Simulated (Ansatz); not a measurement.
**Bi3Rh5: relaxing a made-up structure**

Starting from a made-up structure for Bi3Rh5, the aim is the relaxed cell, its shortest contacts and, where a second run follows, its electronic structure.

Program: Ansatz 0.2.0. Level of theory: DFT, PBE, plane-wave PAW, files of the set soft_1, scalar-relativistic, no spin, cell and ions relaxed at zero pressure; PAW set soft_1. Results are calculated unless marked as measured.

## Step 1: The starting structure

The structure is hexagonal, space group P-6m2 (No. 187). The conventional cell has a = 4.162 Å, b = 4.162 Å, c = 10.875 Å, α = 90.00°, β = 90.00°, γ = 120.00°. Bi has 6 Rh at 2.70 to 2.85 Å nearest. Nearest to Bi lie 6 Rh at 2.79 Å. Nearest to Rh lie 6 Rh at 2.71 Å. Rh has 5 Rh at 2.50 to 2.76 Å and 3 Bi at 2.70 Å nearest. Nearest to Rh lie 2 Rh at 2.76 to 2.85 Å and 6 Bi at 2.79 to 2.85 Å. Farther neighbours are not listed.

## Step 2: Relaxing cell and atoms

The guess takes its coordinates from another compound and its volume from a rule, so the cell and any free coordinates are relaxed together.

Input file input.yaml:

```yaml
crystal:
  lattice:
    - [4.162, 0.0, 0.0]
    - [-2.081, 3.604397731, 0.0]
    - [0.0, 0.0, 10.875]
  atoms:
    - { symbol: Bi, position: [0.0, 0.0, 0.2721] }
    - { symbol: Bi, position: [0.0, 0.0, 0.7279] }
    - { symbol: Bi, position: [0.666666667, 0.333333333, 0.0] }
    - { symbol: Rh, position: [0.666666667, 0.333333333, 0.5] }
    - { symbol: Rh, position: [0.333333333, 0.666666667, 0.385] }
    - { symbol: Rh, position: [0.333333333, 0.666666667, 0.869] }
    - { symbol: Rh, position: [0.333333333, 0.666666667, 0.131] }
    - { symbol: Rh, position: [0.333333333, 0.666666667, 0.615] }
kpoints:
  mp_grid: { grid: [7, 7, 3] }
scf:
  occupations: { method: fermi_dirac, width: 0.05 }
hamiltonian:
  xc: pbe
  pseudopotentials: { kind: paw, azcp: { folder: soft_1 } }
relax:
  f_tol: 0.015
  max_steps: 70
  cell: {}
output:
  forces: true
  stress: true
```

Started as:

```
$ ansatz run input.yaml --threads 4 --pin off --max-ram 10240MiB --backend cpu --events-out ev --progress --plain --runs-dir out
```

Numbers of over 12 decimals in the logs are rounded to 6 here.

The log of the run:

```text
Engine: ansatz 0.2.0, x86_64-unknown-linux-gnu
Pseudopotentials: kind: paw
Pseudopotential: Bi, paw, valence charge 15, recommended cutoff 420 eV (normal), soft_1/Bi.paw.azcp
Pseudopotential: Rh, paw, valence charge 17, recommended cutoff 420 eV (normal), soft_1/Rh.paw.azcp
Functional definition: PBE
  parameter kappa = 0.804
  parameter beta = 0.066725
  exchange = pbe_x(kappa = kappa, mu = beta*pi^2/3)
  correlation = pbe_c(beta = beta)
Crystal: 8 atoms, lattice volume = 163.141 Å³
Basis set: ecut = 420 eV, 3127 PW (Γ), exchange–correlation on 60×60×150 points (8 copies of the dense FFT grid, shifted against one another)
Bands: 78, of which v1, the nominal top of the filled ones, is band 65 counted from 1 (64 counted from 0)
Symmetry: 12 space group operations
Space group: P-6m2 (ITA 187), of the structure as read, at distance tolerance 5.5e-5 Å
k-points: 16 of 147 (time reversal used)
Non-local potential: Bi, projectors of the file, l = 0: 2, l = 1: 2, l = 2: 2, l = 3: 1
Non-local potential: Rh, projectors of the file, l = 0: 3, l = 1: 2, l = 2: 2, l = 3: 1
PAW form: soft (Blöchl's): semilocal exchange-correlation on the pseudo side does not see the compensation charge
PAW one-centre angular grid: Bi, 590 points (default); XC on 64 Gauss nodes
PAW one-centre angular grid: Rh, 590 points (default); XC on 64 Gauss nodes
Initial density: superposition of atomic densities (chi_scale 0.1, normalization cell, long waves kept (reshape's long-wave potential 0.44 eV rms))
Initial wavefunctions: pseudopotential atomic-orbital guess
Functional: x = pbe(κ = 0.804, μ = 0.219515), c = pbe(β = 0.066725)
SCF iter   1: F=—  HF=-69215.819878 eV  |F-HF|=—  |Δ(HF+E_count)|=         —  Δρ=1.14e-1  dr2=8.49e1  ethr=3.10e-3  ⟨swp⟩=6.1  Hψ=4574  notcnv=0
preconditioner: auto → Kerker (q_TF=auto, 2.627 Å⁻¹)  [metal: Δε(μ)=0.012 eV  Ē_g=13.315 eV  σ=0.050 eV  W_gap=0.06  n_scr=50 (ndim 8)  ℏωp=27.6 eV  f_vac=0.000  D(μ)=8.90/eV (n_scr^D=82)]
SCF iter   2: F=—  HF=-69212.919132 eV  |F-HF|=—  |Δ(HF+E_count)|=    2.90e0  Δρ=5.66e-2  dr2=2.66e1  ethr=3.10e-3  ⟨swp⟩=2.1  Hψ=1936  notcnv=0  defer=52
SCF iter   3: F=—  HF=-69211.977166 eV  |F-HF|=—  |Δ(HF+E_count)|=   9.42e-1  Δρ=8.25e-3  dr2=9.82e-1  ethr=3.10e-3  ⟨swp⟩=2.1  Hψ=1602  notcnv=0  defer=52
SCF iter   4: F=—  HF=-69211.926759 eV  |F-HF|=—  |Δ(HF+E_count)|=   5.04e-2  Δρ=2.66e-3  dr2=1.14e-1  ethr=7.56e-4  ⟨swp⟩=2.0  Hψ=1558  notcnv=0  defer=60
SCF iter   5: F=—  HF=-69211.920381 eV  |F-HF|=—  |Δ(HF+E_count)|=   6.38e-3  Δρ=1.17e-3  dr2=8.56e-3  ethr=8.73e-5  ⟨swp⟩=1.1  Hψ=1185  notcnv=0  defer=64
SCF iter   6: F=—  HF=-69211.919518 eV  |F-HF|=—  |Δ(HF+E_count)|=   8.63e-4  Δρ=3.87e-4  dr2=8.25e-4  ethr=6.59e-6  ⟨swp⟩=2.1  Hψ=1354  notcnv=0  defer=64
SCF iter   7: F=—  HF=-69211.919495 eV  |F-HF|=—  |Δ(HF+E_count)|=   2.30e-5  Δρ=1.38e-4  dr2=5.19e-5  ethr=6.35e-7  ⟨swp⟩=2.1  Hψ=1551  notcnv=0  defer=64
SCF iter   8: F=—  HF=-69211.919511 eV  |F-HF|=—  |Δ(HF+E_count)|=   1.61e-5  Δρ=4.87e-5  dr2=6.74e-6  ethr=4.00e-8  ⟨swp⟩=2.0  Hψ=1609  notcnv=0  defer=64
SCF iter   9: F=—  HF=-69211.919514 eV  |F-HF|=—  |Δ(HF+E_count)|=   2.73e-6  Δρ=1.95e-5  dr2=1.27e-6  ethr=5.18e-9  ⟨swp⟩=2.0  Hψ=1590  notcnv=0  defer=64
SCF iter  10: F=-69211.919514 eV  HF=-69211.919514 eV  |F-HF|=1.71e-8  |Δ(HF+E_count)|=   2.66e-7  Δρ=6.25e-6  dr2=9.63e-8  ethr=7.69e-11  ⟨swp⟩=3.0  Hψ=4528  notcnv=0
SCF 1 converged in 10 iterations: F = -69211.919514 eV  dr2 = 9.63e-8
  greatest PAW one-centre occupation: 1.000 electrons in one spin orbital (limit 2), on the Rh atom at site 7 (counted from 0), in its partial waves of l = 0
relax step   1: F+E_penalty+E_count = -69211.91951444 eV  Δ(F+E_penalty+E_count) = +0.000e0 eV  max|allowed force component| = 5.042e-1 eV/Å  Δτ_max = 0.0000 Å  P = -0.233 GPa  Ω = 163.141 Å³  (10 SCF iters, dr2 threshold 1.00e-7 eV, accepted)
Crystal: 8 atoms, lattice volume = 161.875 Å³
Basis set: ecut = 420 eV, 3159 PW (Γ), exchange–correlation on 60×60×150 points (8 copies of the dense FFT grid, shifted against one another)
Initial density: handed on by an earlier stage of this run
Initial wavefunctions: those handed on with the density
iter 1 solved again at ethr=6.03e-5 eV; its pass at ethr=3.10e-3 eV (dr2=7.84e-2 eV) is discarded
SCF iter   1: F=—  HF=-69212.050148 eV  |F-HF|=—  |Δ(HF+E_count)|=         —  Δρ=7.39e-3  dr2=7.77e-2  ethr=6.03e-5  ⟨swp⟩=2.6  Hψ=6119  notcnv=0
preconditioner: auto → Kerker (q_TF=auto, 2.630 Å⁻¹)  [metal: Δε(μ)=0.005 eV  Ē_g=13.205 eV  σ=0.050 eV  W_gap=0.03  n_scr=50 (ndim 8)  ℏωp=27.7 eV  f_vac=0.007  D(μ)=8.42/eV (n_scr^D=64)]
SCF iter   2: F=—  HF=-69212.046434 eV  |F-HF|=—  |Δ(HF+E_count)|=   3.71e-3  Δρ=4.06e-3  dr2=3.23e-2  ethr=5.97e-5  ⟨swp⟩=1.0  Hψ=1248  notcnv=0
SCF iter   3: F=—  HF=-69212.043187 eV  |F-HF|=—  |Δ(HF+E_count)|=   3.25e-3  Δρ=6.02e-4  dr2=2.82e-3  ethr=2.49e-5  ⟨swp⟩=1.1  Hψ=1250  notcnv=0
SCF iter   4: F=—  HF=-69212.042878 eV  |F-HF|=—  |Δ(HF+E_count)|=   3.09e-4  Δρ=2.26e-4  dr2=1.90e-4  ethr=2.17e-6  ⟨swp⟩=2.1  Hψ=1492  notcnv=0
SCF iter   5: F=—  HF=-69212.042973 eV  |F-HF|=—  |Δ(HF+E_count)|=   9.44e-5  Δρ=6.81e-5  dr2=2.95e-5  ethr=1.46e-7  ⟨swp⟩=2.2  Hψ=1677  notcnv=0
SCF iter   6: F=—  HF=-69212.042972 eV  |F-HF|=—  |Δ(HF+E_count)|=   3.35e-7  Δρ=2.68e-5  dr2=3.27e-6  ethr=2.27e-8  ⟨swp⟩=1.1  Hψ=1249  notcnv=0
SCF iter   7: F=-69212.042972 eV  HF=-69212.042972 eV  |F-HF|=1.24e-7  |Δ(HF+E_count)|=   1.03e-7  Δρ=1.06e-5  dr2=3.88e-7  ethr=6.15e-10  ⟨swp⟩=4.0  Hψ=3841  notcnv=0
SCF 2 converged in 7 iterations: F = -69212.042972 eV  dr2 = 3.88e-7
relax step   2: F+E_penalty+E_count = -69212.04297223 eV  Δ(F+E_penalty+E_count) = -1.235e-1 eV  max|allowed force component| = 2.671e-1 eV/Å  Δτ_max = 0.0547 Å  P = +0.503 GPa  Ω = 161.875 Å³  energy of the carried Pulay correction = +4.179e-4 eV  (7 SCF iters, dr2 threshold 8.00e-7 eV, accepted)
Crystal: 8 atoms, lattice volume = 162.495 Å³
Basis set: ecut = 420 eV, 3145 PW (Γ), exchange–correlation on 60×60×150 points (8 copies of the dense FFT grid, shifted against one another)
iter 1 solved again at ethr=2.83e-5 eV; its pass at ethr=3.10e-3 eV (dr2=3.68e-2 eV) is discarded
SCF iter   1: F=—  HF=-69212.067298 eV  |F-HF|=—  |Δ(HF+E_count)|=         —  Δρ=2.70e-3  dr2=3.40e-2  ethr=2.83e-5  ⟨swp⟩=1.9  Hψ=5514  notcnv=0
preconditioner: auto → Kerker (q_TF=auto, 2.629 Å⁻¹)  [metal: Δε(μ)=0.024 eV  Ē_g=13.179 eV  σ=0.050 eV  W_gap=0.12  n_scr=50 (ndim 8)  ℏωp=27.6 eV  f_vac=0.008  D(μ)=8.61/eV (n_scr^D=70)]
SCF iter   2: F=—  HF=-69212.066342 eV  |F-HF|=—  |Δ(HF+E_count)|=   9.57e-4  Δρ=1.39e-3  dr2=1.05e-2  ethr=2.61e-5  ⟨swp⟩=1.0  Hψ=1248  notcnv=0
SCF iter   3: F=—  HF=-69212.065861 eV  |F-HF|=—  |Δ(HF+E_count)|=   4.81e-4  Δρ=2.01e-4  dr2=3.54e-4  ethr=8.11e-6  ⟨swp⟩=1.0  Hψ=1248  notcnv=0
SCF iter   4: F=—  HF=-69212.065859 eV  |F-HF|=—  |Δ(HF+E_count)|=   2.21e-6  Δρ=6.23e-5  dr2=1.19e-5  ethr=2.72e-7  ⟨swp⟩=1.4  Hψ=1285  notcnv=0
SCF iter   5: F=—  HF=-69212.065857 eV  |F-HF|=—  |Δ(HF+E_count)|=   1.18e-6  Δρ=1.98e-5  dr2=1.81e-6  ethr=9.16e-9  ⟨swp⟩=2.0  Hψ=1698  notcnv=0
SCF iter   6: F=-69212.065857 eV  HF=-69212.065857 eV  |F-HF|=4.35e-8  |Δ(HF+E_count)|=   4.63e-8  Δρ=7.77e-6  dr2=2.03e-7  ethr=6.15e-10  ⟨swp⟩=4.0  Hψ=3701  notcnv=0
SCF 3 converged in 6 iterations: F = -69212.065857 eV  dr2 = 2.03e-7
relax step   3: F+E_penalty+E_count = -69212.06585724 eV  Δ(F+E_penalty+E_count) = -2.289e-2 eV  max|allowed force component| = 5.380e-2 eV/Å  Δτ_max = 0.0203 Å  P = -0.176 GPa  Ω = 162.495 Å³  energy of the carried Pulay correction = +2.129e-4 eV  (6 SCF iters, dr2 threshold 8.00e-7 eV, accepted)
[...]
relax step   4: F+E_penalty+E_count = -69212.06668546 eV  Δ(F+E_penalty+E_count) = -8.282e-4 eV  max|allowed force component| = 3.374e-2 eV/Å  Δτ_max = 0.0072 Å  P = +0.070 GPa  Ω = 162.119 Å³  energy of the carried Pulay correction = +3.371e-4 eV  (6 SCF iters, dr2 threshold 1.81e-7 eV, accepted)
[...]
relax step   5: F+E_penalty+E_count = -69212.06673533 eV  Δ(F+E_penalty+E_count) = -4.987e-5 eV  max|allowed force component| = 1.606e-2 eV/Å  Δτ_max = 0.0012 Å  P = -0.006 GPa  Ω = 162.218 Å³  energy of the carried Pulay correction = +3.046e-4 eV  (6 SCF iters, dr2 threshold 7.11e-8 eV, accepted)
[...]
relax step   6: F+E_penalty+E_count = -69212.06675006 eV  Δ(F+E_penalty+E_count) = -1.473e-5 eV  max|allowed force component| = 1.537e-3 eV/Å  Δτ_max = 0.0008 Å  P = +0.001 GPa  Ω = 162.214 Å³  energy of the carried Pulay correction = +3.057e-4 eV  (6 SCF iters, dr2 threshold 1.61e-8 eV, accepted)
Basis set: ecut = 420 eV, 3133 PW (Γ), exchange–correlation on 60×60×160 points (8 copies of the dense FFT grid, shifted against one another)
Initial wavefunctions: pseudopotential atomic-orbital guess (no wavefunctions were taken with the density)
iter 1 solved again at ethr=4.80e-7 eV; its pass at ethr=3.10e-3 eV (dr2=6.24e-4 eV) is discarded
SCF iter   1: F=—  HF=-69212.049627 eV  |F-HF|=—  |Δ(HF+E_count)|=         —  Δρ=1.35e-3  dr2=7.50e-5  ethr=4.80e-7  ⟨swp⟩=3.0  Hψ=7658  notcnv=0
preconditioner: auto → Kerker (q_TF=auto, 2.629 Å⁻¹)  [metal: Δε(μ)=0.006 eV  Ē_g=13.195 eV  σ=0.050 eV  W_gap=0.03  n_scr=50 (ndim 8)  ℏωp=27.7 eV  f_vac=0.008  D(μ)=8.56/eV (n_scr^D=70)]
SCF iter   2: F=—  HF=-69212.062409 eV  |F-HF|=—  |Δ(HF+E_count)|=   1.28e-2  Δρ=6.83e-4  dr2=1.66e-5  ethr=5.77e-8  ⟨swp⟩=2.0  Hψ=1715  notcnv=0
SCF iter   3: F=—  HF=-69212.066718 eV  |F-HF|=—  |Δ(HF+E_count)|=   4.31e-3  Δρ=6.46e-5  dr2=3.03e-7  ethr=1.27e-8  ⟨swp⟩=2.0  Hψ=1684  notcnv=0
SCF iter   4: F=—  HF=-69212.066755 eV  |F-HF|=—  |Δ(HF+E_count)|=   3.69e-5  Δρ=4.70e-6  dr2=5.88e-8  ethr=2.33e-10  ⟨swp⟩=2.0  Hψ=2220  notcnv=0
SCF iter   5: F=—  HF=-69212.066755 eV  |F-HF|=—  |Δ(HF+E_count)|=   7.10e-8  Δρ=2.14e-6  dr2=2.04e-8  ethr=4.52e-11  ⟨swp⟩=1.4  Hψ=1262  notcnv=0
SCF iter   6: F=—  HF=-69212.066755 eV  |F-HF|=—  |Δ(HF+E_count)|=   3.96e-9  Δρ=8.54e-7  dr2=2.84e-9  ethr=1.57e-11  ⟨swp⟩=2.0  Hψ=1312  notcnv=0
SCF iter   7: F=—  HF=-69212.066755 eV  |F-HF|=—  |Δ(HF+E_count)|=  4.37e-10  Δρ=1.63e-7  dr2=9.42e-11  ethr=2.18e-12  ⟨swp⟩=2.0  Hψ=1620  notcnv=0
SCF iter   8: F=-69212.066755 eV  HF=-69212.066755 eV  |F-HF|=0.00e0  |Δ(HF+E_count)|=  2.91e-11  Δρ=5.00e-8  dr2=5.84e-12  ethr=1.00e-12  ⟨swp⟩=4.0  Hψ=3780  notcnv=0
SCF 7 converged in 8 iterations: F = -69212.066755 eV  dr2 = 5.84e-12
relax step   7: F+E_penalty+E_count = -69212.06675518 eV  Δ(F+E_penalty+E_count) = -5.124e-6 eV  max|allowed force component| = 1.128e-3 eV/Å  Δτ_max = 0.0000 Å  P = +0.003 GPa  Ω = 162.214 Å³  stress off target by 1.71e-2 GPa  SCF on the basis re-selected at this cell (its energy is not comparable with the rows above)  (8 SCF iters)
basis re-selected at this cell: Δ(F+E_penalty+E_count) = -5.124e-6 eV, ΔP = +0.003 GPa vs the last step (what re-selecting the basis moved, of the pressure what is left beyond the Pulay correction that the steps carried, after the strain that the cell walked since its last selection, with what the two solves' SCF thresholds leave and, on support functions, any second-order correction that the steps lacked; it is no measure of the basis error at this ecutwfc). The dense FFT grid was sized anew with the basis: this SCF ran on 30×30×80 points, the steps before it on 30×30×75, so part of this shift can come from that change (see relax.cell in the input reference). [rest of the remark cut]
SCF converged after 8 iterations
Free energy (F): -69212.066755 eV
Harris-Foulkes:  -69212.066755 eV  (|F-HF|=0.00e0)
Internal energy: -69212.000128 eV  (E = F + TS)
E sigma→0 (E₀):  -69212.033442 eV
Entropy (-TS):   -0.066627 eV (-8.328 meV/atom)
Fermi energy:    15.756258 eV
--- Per-component energies (eV) ---
  E_band       = -981.927497
  E_kinetic    = 3455.456285
  E_local      = -13792.572783  (includes V_loc(G=0)·N_el)
  E_nonlocal   = 2730.833426
  E_hartree    = 5310.119248
  E_xc         = -1456.986952
  E_vxc        = -1651.453020  (∫ρ·V_xc dr)
  E_paw        = -50019.261449  (= ΣΔE_a)
  E_vpaw       = -2344.430792  (= ΣTr[D̂ρ^β])
  E_aug_tail   = 0.001083  (compensation charges beyond the density's cutoff)
  E_ewald      = -15439.588987
  E_smearing   = -0.066627  (= −TS)
  E_closure    = -0.000000  (closes the sum)
  Σ components = -69212.066755   (vs F -69212.066755, Δ=0.00e0)
--- Forces (eV/Å), atoms counted from 1 ---
  atom   1  Bi    -0.00000000     0.00000000     0.00042026
  atom   2  Bi    -0.00000000     0.00000000    -0.00042026
  atom   3  Bi     0.00000000    -0.00000000     0.00000000
  atom   4  Rh    -0.00000000     0.00000000     0.00000000
  atom   5  Rh     0.00000000    -0.00000000    -0.00108497
  atom   6  Rh    -0.00000000    -0.00000000    -0.00112778
  atom   7  Rh     0.00000000    -0.00000000     0.00112778
  atom   8  Rh     0.00000000    -0.00000000     0.00108497
  max |Σ_I F_I| component: 1.04e-16 eV/Å
--- Stress (GPa, compression-positive) ---
       -0.004043       0.000000       0.000000
        0.000000      -0.004043       0.000000
        0.000000       0.000000       0.017116
  P = ⅓ Tr σ = 0.0030 GPa (0.030 kbar)
--- Relaxed structure (6 steps of the walk, 6 accepted, 1 SCFs on fresh bases) ---
  F+E_penalty+E_count = -69212.06675518 eV   max|allowed force component| = 1.128e-3 eV/Å   (the final SCF, on the basis selected at the relaxed cell)
  cell:  # Å, volume = 162.2144 Å³
    - [4.074681, 0, 0.0]
    - [-2.037340, 3.528777, 0.0]
    - [0.0, 0.0, 11.281623]
  atoms:
    - { symbol: Bi, position: [9.251858542851202e-18, -1.6190752446758435e-17, 0.270572] }
    - { symbol: Bi, position: [9.251858542851202e-18, -1.6190752446758435e-17, 0.729428] }
    - { symbol: Bi, position: [0.666667, 0.333333, 1.3832924269642644e-19] }
    - { symbol: Rh, position: [0.666667, 0.333333, 0.5] }
    - { symbol: Rh, position: [0.333333, 0.666667, 0.388475] }
    - { symbol: Rh, position: [0.333333, 0.666667, 0.872212] }
    - { symbol: Rh, position: [0.333333, 0.666667, 0.127788] }
    - { symbol: Rh, position: [0.333333, 0.666667, 0.611525] }
```

It took 22 s on 4 threads of AMD EPYC 7B13 (Zen 3), shared host; peak memory 0.71 GiB.

Relaxation path:

| step | energy less that of the first step (eV) | largest force component (eV/Å) | pressure (GPa) | volume (Å³) |
| --- | --- | --- | --- | --- |
| 1 | 0.0000 | 0.5042 | -0.23 | 163.14 |
| 2 | -0.1235 | 0.2671 | 0.50 | 161.88 |
| 3 | -0.1463 | 0.0538 | -0.18 | 162.50 |
| 4 | -0.1472 | 0.0337 | 0.07 | 162.12 |
| 5 | -0.1472 | 0.0161 | -0.01 | 162.22 |
| 6 | -0.1472 | 0.0015 | 0.00 | 162.21 |
| 7* | -0.1472 | 0.0011 | 0.00 | 162.21 |

Relaxation steps marked * repeat the geometry before them on a plane-wave basis chosen anew for their cell, so energy and pressure can jump there.

The run keeps the 12 symmetry operations that it works with, so distortions that break them were not tested.

| conventional cell, symmetrised | before | after | change |
| --- | --- | --- | --- |
| a (Å) | 4.162 | 4.075 | -2.1 % |
| b (Å) | 4.162 | 4.075 | -2.1 % |
| c (Å) | 10.875 | 11.282 | +3.7 % |
| volume (Å³/atom) | 20.39 | 20.28 | -0.6 % |

The atoms that moved most (Å, as changes of fractional coordinates times the final cell):

| atom | dx | dy | dz | length |
| --- | --- | --- | --- | --- |
| Rh8 | 0.000 | 0.000 | -0.039 | 0.039 |
| Rh5 | 0.000 | 0.000 | 0.039 | 0.039 |
| Rh6 | 0.000 | 0.000 | 0.036 | 0.036 |
| Rh7 | 0.000 | 0.000 | -0.036 | 0.036 |
| Bi2 | 0.000 | 0.000 | 0.017 | 0.017 |
| Bi1 | 0.000 | 0.000 | -0.017 | 0.017 |

The relaxed structure:

```cif
data_structure
_symmetry_space_group_name_H-M 'P 1'
_symmetry_Int_Tables_number 1
_cell_length_a 4.0747
_cell_length_b 4.0747
_cell_length_c 11.2816
_cell_angle_alpha 90.000
_cell_angle_beta 90.000
_cell_angle_gamma 120.000
_cell_volume 162.21
loop_
_atom_site_label
_atom_site_type_symbol
_atom_site_fract_x
_atom_site_fract_y
_atom_site_fract_z
_atom_site_occupancy
Bi1 Bi 0.00000 0.00000 0.27057 1
Bi2 Bi 0.00000 0.00000 0.72943 1
Bi3 Bi 0.66667 0.33333 0.00000 1
Rh4 Rh 0.66667 0.33333 0.50000 1
Rh5 Rh 0.33333 0.66667 0.38847 1
Rh6 Rh 0.33333 0.66667 0.87221 1
Rh7 Rh 0.33333 0.66667 0.12779 1
Rh8 Rh 0.33333 0.66667 0.61153 1
```

Numbers from this step:

```
free energy             : -69212.0668 eV
energy at zero smearing : -69212.0334 eV
smearing term TS        : 0.06663 eV
Fermi energy            : 15.76 eV
electrons               : 130
symmetry operations     : 12
pressure                : 0.003010 GPa
```

The shortest distance of each pair, which need not be the same contact before and after:

| pair | guess (Å) | relaxed (Å) |
| --- | --- | --- |
| Rh–Rh | 2.501 | 2.516 |
| Bi–Rh | 2.698 | 2.703 |
| Bi–Bi | 3.812 | 3.854 |

The relaxation ends with a largest force component of 0.0011 eV/Å and a pressure of 0.00 GPa.

## Step 3: Summary of results

- space group, relaxed: P-6m2
- conventional cell: a = 4.075, b = 4.075, c = 11.282 Å; α = 90.0°, β = 90.0°, γ = 120.0°
- volume per atom: 20.28 Å³ (guess 20.39)

Bi3Rh5 relaxes to P-6m2 with a = 4.075, b = 4.075 and c = 11.282 Å. The guessed volume was near the relaxed one. The space group P-6m2 was held in the relaxation, so the end point is a stationary structure within it and may be a saddle against distortions or other arrangements. Mesh and cutoff weren't tested. Spin-orbit coupling is left out, which can matter for elements this heavy. No dispersion term is used, so weakly bound directions may come out too long. The runs have no spin, and magnetism wasn't tested. Nothing here tests whether the compound is stable against decomposition.

[Logs are printed without paths, hosts, clocks, repeated set-up lines and the standing remarks that a program may print on its own settings, such as how far it seeks lower states.]

[Hosts, paths, dates, database ids (printed as entryN), source tags and the programs' standing remarks are cut or masked in the printed files.]
